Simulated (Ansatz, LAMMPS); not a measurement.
# Localised basis functions on liquid Al at 1200 K (111 atoms)

Aim: test how closely localised support functions follow the reference on liquid Al at 1200 K (111 atoms), and at what cost. A setting counts as converged where the r.m.s. difference of forces stays under 1 % of the r.m.s. force.

Method: Kohn-Sham DFT, PBE, PAW (set soft_2), plane waves, in Ansatz 0.2.0.

Most raw output is cut from this account.

## (1) The starting structure

The cell holds 111 atoms: 111 Al. Its edges and angles: a = 12.877 Å, b = 12.877 Å, c = 12.877 Å, α = 90.0°, β = 90.0°, γ = 90.0°. 111 atoms (111 Al) placed at random at 2.39 g/cm³, melted at 1500 K for 10 ps at fixed volume with the Finnis-Sinclair Al potential (Mendelev, file Al_mm.eam.fs of the LAMMPS distribution). Snapshot at the end of a hold of 10 ps at 1200 K and zero pressure.

Before any run, some limits are plain. The starting topology of bonds comes from the classical model, and needn't be the one that DFT or experiment would give. The electron count is odd and the run has no spin polarisation.

## (2) Making the structure

A classical potential supplies the starting structure, since it reaches far longer times than DFT.

This step: classical MD, Finnis-Sinclair Al potential (Mendelev, file Al_mm.eam.fs of the LAMMPS distribution) (LAMMPS 22 Jul 2025 - Update 4).

in.lmp

```
# melt-quench of Al111
units metal
atom_style atomic
boundary p p p
region box block 0 12.7703 0 12.7703 0 12.7703
create_box 1 box
mass 1 26.9815   # Al
create_atoms 1 random 111 617714 NULL overlap 1.91 maxtry 2000
pair_style eam/fs
pair_coeff * * Al_mm.eam.fs Al
neigh_modify delay 0 every 1 check yes
thermo_style custom step time temp pe press density
thermo_modify norm yes
timestep 0.002
thermo 100
min_style cg
minimize 1e-4 1e-4 200 2000
reset_timestep 0
velocity all create 1500 617715 mom yes dist gaussian
fix lim all nve/limit 0.05
fix lan all langevin 1500 1500 0.2 617716 zero yes
thermo 500
run 1000 post no
unfix lim
unfix lan
thermo 833
fix md all nvt temp 1500 1500 0.2
run 5000 post no
unfix md
thermo 833
fix md all npt temp 1500 1200 0.2 iso 0 0 2
run 2500 post no
unfix md
compute msd all msd com yes
thermo 1250
fix md all npt temp 1200 1200 0.2 iso 0 0 2
run 5000 post no
print "== T1200: mean square displacement over the hold $(c_msd[4]:%.2f) A^2"
unfix md
uncompute msd
write_dump all custom T1200.dump id type xs ys zs modify sort id
```

Started as:

```console
$ lmp -in in.lmp -log none -nocite
```

Elapsed: 12 s, on 1 thread of Intel Xeon at 2.80GHz (Skylake/Cascade Lake), shared host; peak memory 0.35 GiB.

## (3) Plane-wave single point

The first run fixes the reference, at a cutoff of 420 eV.

input.yaml

```yaml
crystal:
  lattice:
    - [12.87678, 0.0, 0.0]
    - [0.0, 12.87678, 0.0]
    - [0.0, 0.0, 12.87678]
  atoms:
    - { symbol: Al, position: [0.11909, 0.83941, 0.90832] }
    - { symbol: Al, position: [0.60493, 0.7219, 0.56143] }
    - { symbol: Al, position: [0.4683, 0.35866, 0.6545] }
    - { symbol: Al, position: [0.97636, 0.33047, 0.15389] }
    - { symbol: Al, position: [0.51598, 0.55981, 0.57042] }
    - { symbol: Al, position: [0.72361, 0.18982, 0.94542] }
    - { symbol: Al, position: [0.02361, 0.62435, 0.41866] }
    - { symbol: Al, position: [0.42052, 0.97792, 0.8644] }
    - { symbol: Al, position: [0.54023, 0.40577, 0.22234] }
    - { symbol: Al, position: [0.51911, 0.87066, 0.00875] }
    - { symbol: Al, position: [0.88192, 0.14542, 0.76692] }
    - { symbol: Al, position: [0.78634, 0.29788, 0.19516] }
    - { symbol: Al, position: [0.60348, 0.93245, 0.51506] }
    - { symbol: Al, position: [0.17999, 0.04552, 0.20779] }
    - { symbol: Al, position: [0.25594, 0.66343, 0.86146] }
    - { symbol: Al, position: [0.36663, 0.68448, 0.63526] }
    - { symbol: Al, position: [0.62457, 0.08948, 0.81762] }
    - { symbol: Al, position: [0.94525, 0.4541, 0.01321] }
    - { symbol: Al, position: [0.08674, 0.59684, 0.95966] }
    - { symbol: Al, position: [0.18468, 0.49227, 0.75397] }
    - { symbol: Al, position: [0.16415, 0.31421, 0.09272] }
    - { symbol: Al, position: [0.39066, 0.31156, 0.97394] }
    - { symbol: Al, position: [0.189, 0.04897, 0.86349] }
    - { symbol: Al, position: [0.93039, 0.57759, 0.68363] }
    - { symbol: Al, position: [0.98022, 0.02374, 0.27472] }
    - { symbol: Al, position: [0.1643, 0.61863, 0.59213] }
    - { symbol: Al, position: [0.67799, 0.25208, 0.44542] }
    - { symbol: Al, position: [0.09229, 0.22809, 0.32042] }
    - { symbol: Al, position: [0.65926, 0.46129, 0.60369] }
    - { symbol: Al, position: [0.48316, 0.70495, 0.81833] }
    - { symbol: Al, position: [0.88671, 0.25176, 0.41167] }
    - { symbol: Al, position: [0.08056, 0.67956, 0.748] }
    - { symbol: Al, position: [0.92361, 0.80362, 0.83103] }
    - { symbol: Al, position: [0.85574, 0.96253, 0.68789] }
    - { symbol: Al, position: [0.69612, 0.71795, 0.98156] }
    - { symbol: Al, position: [0.86006, 0.13207, 0.10114] }
    - { symbol: Al, position: [0.46515, 0.34835, 0.43823] }
    - { symbol: Al, position: [0.4117, 0.7831, 0.46675] }
    - { symbol: Al, position: [0.07167, 0.15579, 0.0094] }
    - { symbol: Al, position: [0.77656, 0.60794, 0.53308] }
    - { symbol: Al, position: [0.81601, 0.61129, 0.29351] }
    - { symbol: Al, position: [0.28819, 0.51616, 0.02146] }
    - { symbol: Al, position: [0.81227, 0.36392, 0.67548] }
    - { symbol: Al, position: [0.80372, 0.92057, 0.1678] }
    - { symbol: Al, position: [0.48832, 0.08313, 0.6634] }
    - { symbol: Al, position: [0.71216, 0.65835, 0.77622] }
    - { symbol: Al, position: [0.53392, 0.90045, 0.34132] }
    - { symbol: Al, position: [0.26117, 0.85221, 0.76119] }
    - { symbol: Al, position: [0.54891, 0.28748, 0.8779] }
    - { symbol: Al, position: [0.69161, 0.45714, 0.39797] }
    - { symbol: Al, position: [0.82404, 0.77978, 0.61935] }
    - { symbol: Al, position: [0.31631, 0.42298, 0.56085] }
    - { symbol: Al, position: [0.17608, 0.03857, 0.45118] }
    - { symbol: Al, position: [0.31921, 0.1776, 0.3096] }
    - { symbol: Al, position: [0.91078, 0.64633, 0.10768] }
    - { symbol: Al, position: [0.42301, 0.03437, 0.16098] }
    - { symbol: Al, position: [0.94331, 0.26983, 0.93304] }
    - { symbol: Al, position: [0.24462, 0.04186, 0.68201] }
    - { symbol: Al, position: [0.23604, 0.30074, 0.72258] }
    - { symbol: Al, position: [0.62106, 0.0334, 0.14585] }
    - { symbol: Al, position: [0.60955, 0.51448, 0.85826] }
    - { symbol: Al, position: [0.34671, 0.97996, 0.35782] }
    - { symbol: Al, position: [0.26229, 0.40001, 0.37662] }
    - { symbol: Al, position: [0.04304, 0.79794, 0.58469] }
    - { symbol: Al, position: [0.7638, 0.4151, 0.85716] }
    - { symbol: Al, position: [0.75914, 0.13464, 0.55045] }
    - { symbol: Al, position: [0.20189, 0.73326, 0.12616] }
    - { symbol: Al, position: [0.97626, 0.28515, 0.59618] }
    - { symbol: Al, position: [0.04824, 0.51606, 0.18876] }
    - { symbol: Al, position: [0.36567, 0.82145, 0.22599] }
    - { symbol: Al, position: [0.76198, 0.06371, 0.34511] }
    - { symbol: Al, position: [0.74917, 0.49289, 0.07442] }
    - { symbol: Al, position: [0.51559, 0.51303, 0.0288] }
    - { symbol: Al, position: [0.58731, 0.28142, 0.05841] }
    - { symbol: Al, position: [0.74659, 0.81013, 0.38436] }
    - { symbol: Al, position: [0.33596, 0.37672, 0.16828] }
    - { symbol: Al, position: [0.10766, 0.45199, 0.51901] }
    - { symbol: Al, position: [0.8884, 0.43556, 0.47169] }
    [... 27 atom lines left out ...]
    - { symbol: Al, position: [0.00236, 0.10173, 0.54574] }
    - { symbol: Al, position: [0.1685, 0.25994, 0.51578] }
    - { symbol: Al, position: [0.92615, 0.0145, 0.92536] }
    - { symbol: Al, position: [0.65719, 0.79028, 0.20429] }
    - { symbol: Al, position: [0.1322, 0.37117, 0.92444] }
    - { symbol: Al, position: [0.05855, 0.88909, 0.11897] }
kpoints:
  mp_grid: { grid: [2, 2, 2] }
hamiltonian:
  xc: pbe
scf:
  occupations: { method: fermi_dirac, width: 0.1 }
output:
  forces: true
  stress: true
  populations: intrinsic
  dos:
    method: { smearing: { sigma: 0.08 } }
    de: 0.1
    projected: { site_lists: { Al: [Al] } }
  eigenvalues: true
  write_density: true
  write_potential: true
  volumetric_format: npy
  elf: true
```

Started as:

```console
$ ansatz run input.yaml --threads 4 --pin off --max-ram 8192MiB --backend cpu --events-out ev --progress --plain --runs-dir out
```

Run time: 4.8 min. Hardware: 4 threads of Arm Neoverse V1, shared host; peak memory 5.4 GiB; 18 min of CPU time.

The program notes that it cut back its work space to fit the memory limit.

The run gave:

```yaml
free_energy: -59629.4224 eV
free_energy_per_atom: -537.2020 eV/atom
scf_cycles: 7
pressure: 0.8227 GPa
r_m_s_force_component: 0.8327 eV/Å
longest_force: 3.437 eV/Å
fermi_energy: 6.263 eV
levels_partly_filled_by_over_2_per_cent: 137
```

The r.m.s. force component of 0.83 eV/Å sets the scale for the differences below.

## (4) Support functions medium

The cell is solved in localised support functions. The level medium gives here a grid of 54×54×54 points and a radius of 4.01 Å.

This step: Kohn-Sham DFT, PBE, PAW (set soft_2), localised support functions (medium) (Ansatz 0.2.0).

input.yaml, the sections that differ from step 3:

```yaml
scf:
  occupations: { method: fermi_dirac, width: 0.1 }
  eigensolver: { kind: { support_functions: { accuracy: medium } } }
  max_iter: 150
output:
  forces: true
# crystal, kpoints, hamiltonian: as in step 3
```

Elapsed: 76 s, on 4 threads; peak memory 2.8 GiB.

The program notes that the band table was not solved further than the SCF left it and it switched symmetry off.

Keys that differ from the reference: support_functions.accuracy = "medium" and scf.max_iter = 150.

Forces differ from the reference by 0.30 meV/Å r.m.s., 0.036 % of their size, well within a tolerance of 1 %; the energy by -0.58 meV/atom.

## (5) Support functions low

The level low is asked for. Here it resolves to the same grid and radius as in the run with support functions medium, so the basis is not new.

This step: Kohn-Sham DFT, PBE, PAW (set soft_2), localised support functions (low) (Ansatz 0.2.0).

input.yaml, the sections that differ from step 4:

```yaml
scf:
  occupations: { method: fermi_dirac, width: 0.1 }
  eigensolver: { kind: { support_functions: { accuracy: low } } }
  max_iter: 150
# crystal, kpoints, hamiltonian, output: as in step 4
```

Elapsed: 77 s, on 4 threads; peak memory 2.8 GiB.

Keys that differ from the reference: support_functions.accuracy = "low" and scf.max_iter = 150.

Forces differ from the reference by 0.30 meV/Å r.m.s., 0.036 % of their size, well within a tolerance of 1 %; the energy by -0.58 meV/atom.

## (6) Support functions high

With localised support functions most steps grow linearly with size, though the diagonalisation grows faster unless the density matrix is cut; this run measures error and cost at this size. The level high gives here a grid of 60×60×60 points and a radius of 4.80 Å.

This step: Kohn-Sham DFT, PBE, PAW (set soft_2), localised support functions (high) (Ansatz 0.2.0).

input.yaml, the sections that differ from step 5:

```yaml
scf:
  occupations: { method: fermi_dirac, width: 0.1 }
  eigensolver: { kind: { support_functions: { accuracy: high } } }
  max_iter: 150
# crystal, kpoints, hamiltonian, output: as in step 5
```

Run time: 3.1 min. Hardware: 4 threads; peak memory 4.4 GiB.

Keys that differ from the reference: support_functions.accuracy = "high" and scf.max_iter = 150.

Forces differ from the reference by 0.21 meV/Å r.m.s., 0.025 % of their size, well within a tolerance of 1 %; the energy by -0.58 meV/atom.

## (7) Support functions medium, radius 3.89 Å

The radius confines each support function; a larger one gives more freedom and more work per atom.

This step: Kohn-Sham DFT, PBE, PAW (set soft_2), localised support functions (medium) (Ansatz 0.2.0).

input.yaml, the sections that differ from step 6:

```yaml
scf:
  occupations: { method: fermi_dirac, width: 0.1 }
  eigensolver: { kind: { support_functions: { accuracy: medium, radius: 3.89 } } }
  max_iter: 150
# crystal, kpoints, hamiltonian, output: as in step 6
```

Wall time 72 s (4 threads); peak memory 2.6 GiB; 4 min of CPU time.

Keys that differ from the reference: support_functions.accuracy = "medium", support_functions.radius = 3.89 and scf.max_iter = 150.

Forces differ from the reference by 0.35 meV/Å r.m.s., 0.042 % of their size, well within a tolerance of 1 %; the energy by -0.58 meV/atom.

## (8) Support functions medium, radius 4.21 Å

input.yaml, the sections that differ from step 7:

```yaml
scf:
  occupations: { method: fermi_dirac, width: 0.1 }
  eigensolver: { kind: { support_functions: { accuracy: medium, radius: 4.21 } } }
  max_iter: 150
# crystal, kpoints, hamiltonian, output: as in step 7
```

Wall time 85 s (4 threads); peak memory 3 GiB.

Keys that differ from the reference: support_functions.accuracy = "medium", support_functions.radius = 4.21 and scf.max_iter = 150.

Forces differ from the reference by 0.24 meV/Å r.m.s., 0.029 % of their size, well within a tolerance of 1 %; the energy by -0.58 meV/atom.

## (9) Support functions medium, radius 4.49 Å

input.yaml, the sections that differ from step 8:

```yaml
scf:
  occupations: { method: fermi_dirac, width: 0.1 }
  eigensolver: { kind: { support_functions: { accuracy: medium, radius: 4.49 } } }
  max_iter: 150
# crystal, kpoints, hamiltonian, output: as in step 8
```

Elapsed: 1.7 min, on 4 threads; peak memory 3.3 GiB; 5.9 min of CPU time.

Keys that differ from the reference: support_functions.accuracy = "medium", support_functions.radius = 4.49 and scf.max_iter = 150.

Forces differ from the reference by 0.21 meV/Å r.m.s., 0.025 % of their size, well within a tolerance of 1 %; the energy by -0.59 meV/atom.

## (10) Support functions medium, radius 4.81 Å

input.yaml, the sections that differ from step 9:

```yaml
scf:
  occupations: { method: fermi_dirac, width: 0.1 }
  eigensolver: { kind: { support_functions: { accuracy: medium, radius: 4.81 } } }
  max_iter: 150
# crystal, kpoints, hamiltonian, output: as in step 9
```

Elapsed: 2 min, on 4 threads; peak memory 3.7 GiB; 7.3 min of CPU time.

Keys that differ from the reference: support_functions.accuracy = "medium", support_functions.radius = 4.81 and scf.max_iter = 150.

Forces differ from the reference by 0.20 meV/Å r.m.s., 0.024 % of their size, well within a tolerance of 1 %; the energy by -0.59 meV/atom.

## (11) Support functions medium, radius 5.41 Å

input.yaml, the sections that differ from step 10:

```yaml
scf:
  occupations: { method: fermi_dirac, width: 0.1 }
  eigensolver: { kind: { support_functions: { accuracy: medium, radius: 5.41 } } }
  max_iter: 150
# crystal, kpoints, hamiltonian, output: as in step 10
```

It took 3.1 min on 4 threads; peak memory 4.7 GiB.

Keys that differ from the reference: support_functions.accuracy = "medium", support_functions.radius = 5.41 and scf.max_iter = 150.

Forces differ from the reference by 0.19 meV/Å r.m.s., 0.023 % of their size, well within a tolerance of 1 %; the energy by -0.59 meV/atom.

## (12) Support functions medium, radius 6.01 Å

input.yaml, the sections that differ from step 11:

```yaml
scf:
  occupations: { method: fermi_dirac, width: 0.1 }
  eigensolver: { kind: { support_functions: { accuracy: medium, radius: 6.01 } } }
  max_iter: 150
# crystal, kpoints, hamiltonian, output: as in step 11
```

The job ended after 4.7 min (4 threads; peak memory 5.6 GiB; 18 min of CPU time).

Keys that differ from the reference: support_functions.accuracy = "medium", support_functions.radius = 6.01 and scf.max_iter = 150.

Forces differ from the reference by 0.19 meV/Å r.m.s., 0.023 % of their size, well within a tolerance of 1 %; the energy by -0.59 meV/atom.

## (13) What each setting buys

Differences are against the plane-wave reference (Kohn-Sham DFT, PBE, PAW (set soft_2), plane waves), whose r.m.s. force component is 0.833 eV/Å. Energies are set beside the reference only for runs with its functional, potentials and electron count. Times are for 4 threads of Arm Neoverse V1, shared host. The reference's time includes the DOS, ELF, the stress and grids, which some other runs skip.

```csv
run,"Δ force, r.m.s. (meV/Å)",share of r.m.s. force (%),Δ energy (meV/atom),cycles,time,host memory (GiB)
reference,-,-,-,7,4.8 min,5.4
support functions medium,0.298,0.0358,-0.581,9,76 s,2.8
support functions low,0.298,0.0358,-0.581,9,77 s,2.8
support functions high,0.21,0.0252,-0.578,11,3.1 min,4.4
"support functions medium, radius 3.89 Å",0.349,0.0419,-0.578,9,72 s,2.6
"support functions medium, radius 4.21 Å",0.239,0.0287,-0.585,9,85 s,3.0
"support functions medium, radius 4.49 Å",0.212,0.0255,-0.587,9,1.7 min,3.3
"support functions medium, radius 4.81 Å",0.198,0.0237,-0.588,9,2 min,3.7
"support functions medium, radius 5.41 Å",0.193,0.0232,-0.588,9,3.1 min,4.7
"support functions medium, radius 6.01 Å",0.193,0.0232,-0.589,9,4.7 min,5.6
```

[end of part 1 of 2]

[Logs are printed without paths, hosts, clocks, repeated set-up lines and the standing remarks that a program may print on its own settings, such as how far it seeks lower states.]

[Hosts, paths, dates, database ids (printed as entryN), source tags and the programs' standing remarks are cut or masked in the printed files.]
